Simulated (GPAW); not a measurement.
# Polymorphs of SiC told apart by optics

Method, alike for all: GPAW, PBE, RPA, without spin-orbit coupling, line width 0.12 eV (Lorentzian).

Structure 1:

Symmetry: F-43m, No. 216, cubic system. The conventional cell has a = 4.358 Å, b = 4.358 Å, c = 4.358 Å, α = 90.00°, β = 90.00°, γ = 90.00°. Si on site a is surrounded by 4 C at 1.89 Å. C on site c is surrounded by 4 Si at 1.89 Å.

Structure 2:

The structure is hexagonal, space group P6_3mc (No. 186). The conventional cell has a = 3.076 Å, b = 3.076 Å, c = 5.048 Å, α = 90.00°, β = 90.00°, γ = 120.00°. Around Si on site b lie 4 C at 1.87 to 1.94 Å. C on site b is surrounded by 4 Si at 1.87 to 1.94 Å.

Spectrum A:

| E (eV) | Im ε |
| --- | --- |
| 0.00 | 0.00 |
| 0.50 | 0.01 |
| 1.00 | 0.03 |
| 1.50 | 0.04 |
| 2.00 | 0.06 |
| 2.50 | 0.09 |
| 3.00 | 0.12 |
| 3.50 | 0.18 |
| 4.00 | 0.30 |
| 4.50 | 0.95 |
| 5.00 | 2.61 |
| 5.50 | 5.54 |
| 6.00 | 8.79 |
| 6.50 | 16.15 |
| 7.00 | 20.30 |
| 7.50 | 9.71 |
| 8.00 | 9.42 |
| 8.50 | 10.81 |
| 9.00 | 9.21 |
| 9.50 | 7.94 |
| 10.00 | 6.34 |
| 10.50 | 4.48 |
| 11.00 | 3.16 |
| 11.50 | 3.70 |
| 12.00 | 3.43 |

Spectrum B:

E (eV), Im ε and a bar:
```
     0.00       0.00 
     0.25       0.01 
     0.50       0.01 
     0.75       0.02 
     1.00       0.03 
     1.25       0.03 
     1.50       0.04 
     1.75       0.05 
     2.00       0.06 
     2.25       0.07 
     2.50       0.08 
     2.75       0.10 
     3.00       0.12 
     3.25       0.14 
     3.50       0.17 
     3.75       0.20 
     4.00       0.26 
     4.25       0.34 #
     4.50       0.52 #
     4.75       0.96 ##
     5.00       2.31 ####
     5.25       2.72 #####
     5.50       4.16 #######
     5.75       7.56 ##############
     6.00      13.73 #########################
     6.25      16.70 ##############################
     6.50      13.66 #########################
     6.75      14.36 ##########################
     7.00      14.33 ##########################
     7.25      15.34 ############################
     7.50      13.28 ########################
     7.75      10.78 ###################
     8.00      11.04 ####################
     8.25      10.92 ####################
     8.50      10.05 ##################
     8.75       9.46 #################
     9.00       9.21 #################
     9.25       8.90 ################
     9.50       5.98 ###########
     9.75       6.16 ###########
    10.00       6.12 ###########
    10.25       4.69 ########
    10.50       4.86 #########
    10.75       5.30 ##########
    11.00       4.39 ########
    11.25       3.63 #######
    11.50       3.41 ######
    11.75       3.38 ######
    12.00       3.09 ######
```

Task: Which spectrum belongs to which structure?

Result: A is structure 1 (F-43m, 10.3 Å³ an atom): ε∞ = 6.63 along the first axis, strongest peak along the first axis at 6.91 eV. B is structure 2 (P6_3mc, 10.3 Å³ an atom): ε∞ = 6.61 along the first axis, strongest peak along the first axis at 6.27 eV.

[Logs are printed without paths, hosts, clocks, repeated set-up lines and the standing remarks that a program may print on its own settings, such as how far it seeks lower states.]
